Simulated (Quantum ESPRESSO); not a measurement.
Consider HfB2 (P6/mmm).

```
CELL_PARAMETERS angstrom
3.14000 0.00000 0.00000
-1.57000 2.71932 0.00000
0.00000 0.00000 3.48000
ATOMIC_POSITIONS crystal
Hf 0.00000 0.00000 0.00000
B 0.66667 0.33333 0.50000
B 0.33333 0.66667 0.50000
```

Absorber: atom 2, with 3 B at 1.81 Å (trigonal planar, site symmetry -6m2). Method: Quantum ESPRESSO XSpectra, PBE, excited-electron core hole (neutral cell), 18-atom cell with 5.4 Å between holes, 6×6×5 k points, dipole transitions, Lorentzian half width 0.3 eV up to 4 eV, rising linearly to 2.5 eV at 25 eV, without spin-orbit coupling.

Question: Predict the near-edge structure at the B K edge.

Main maxima up to 24 eV above the zero (height): 0.8 eV (0.88), 5.2 eV (1.62) and 8.8 eV (1.49). A K edge sees empty p states on the absorber. The total-energy difference is 193.79 eV. One term is added: -5.59 eV, since the hole is spin-paired here and a spin-polarised one costs that much less in the free atom (computed apart). The photon energy is then 188.20 eV. The functional leaves an error of a few eV in such absolute values.

The B K spectrum (energy from the energy zero of the input (xe0, at the border of filled and empty states); intensity scaled to a mean of 1 over the first 20 eV; the points at xe0, where the cut of filled states can leave a spike, are interpolated; polarised curves are means over the symmetry-equivalent atoms):

```csv
E (eV),isotropic,ε ⊥ c,ε ∥ c
-2.0,0.04,0.04,0.05
-1.5,0.06,0.05,0.07
-1.0,0.08,0.07,0.10
-0.5,0.13,0.11,0.18
0.0,0.38,0.28,0.57
0.5,0.73,0.55,1.10
1.0,0.86,0.77,1.04
1.5,0.81,0.84,0.75
2.0,0.77,0.84,0.65
2.5,0.85,0.91,0.73
3.0,0.95,0.99,0.87
3.5,1.12,1.11,1.13
4.0,1.30,1.23,1.45
4.5,1.35,1.19,1.65
5.0,1.59,1.36,2.04
5.5,1.59,1.40,1.98
6.0,1.56,1.36,1.96
6.5,1.54,1.36,1.88
7.0,1.47,1.39,1.62
7.5,1.44,1.49,1.36
8.0,1.44,1.57,1.19
8.5,1.48,1.70,1.04
9.0,1.49,1.76,0.95
9.5,1.45,1.71,0.92
10.0,1.40,1.65,0.90
10.5,1.30,1.52,0.85
11.0,1.18,1.37,0.80
11.5,1.09,1.26,0.75
12.0,1.02,1.18,0.72
12.5,0.95,1.09,0.67
13.0,0.89,1.02,0.62
13.5,0.84,0.98,0.57
14.0,0.80,0.94,0.52
14.5,0.77,0.90,0.50
15.0,0.72,0.84,0.49
15.5,0.67,0.77,0.48
16.0,0.62,0.69,0.47
16.5,0.57,0.61,0.47
17.0,0.52,0.55,0.47
17.5,0.50,0.50,0.48
18.0,0.48,0.47,0.51
18.5,0.48,0.45,0.54
19.0,0.49,0.44,0.57
19.5,0.49,0.44,0.60
20.0,0.50,0.44,0.63
20.5,0.52,0.45,0.65
21.0,0.53,0.47,0.66
21.5,0.55,0.49,0.68
22.0,0.58,0.51,0.70
22.5,0.60,0.54,0.72
23.0,0.62,0.57,0.73
23.5,0.64,0.59,0.73
24.0,0.64,0.60,0.73
24.5,0.64,0.60,0.72
25.0,0.63,0.59,0.70
25.5,0.62,0.58,0.68
26.0,0.60,0.57,0.66
26.5,0.58,0.54,0.64
27.0,0.56,0.52,0.62
27.5,0.53,0.50,0.60
28.0,0.52,0.49,0.57
28.5,0.50,0.48,0.55
29.0,0.49,0.47,0.53
29.5,0.49,0.47,0.52
30.0,0.48,0.47,0.51
30.5,0.48,0.47,0.50
31.0,0.48,0.47,0.50
31.5,0.48,0.46,0.50
32.0,0.48,0.46,0.51
```

The holes are only 5.4 Å apart, so the shape is probably not converged with cell size; no larger cell was run here. The structure is a published determination, not relaxed.

[Banner, clock and machine lines of the logs are left out without a mark of their own.]

[Logs are printed without paths, hosts, clocks, repeated set-up lines and the standing remarks that a program may print on its own settings, such as how far it seeks lower states.]

[Hosts, paths, dates, database ids (printed as entryN), source tags and the programs' standing remarks are cut or masked in the printed files.]

[Lists of maxima count a maximum above −3 eV only where it reaches 4 % of the highest in the window and stands out from its surroundings by 2 % of it (1.5 % where it reaches 55 %); shoulders and weaker maxima are passed over, and of the rest the first, up to two pre-edge ones and the few strongest are named.]
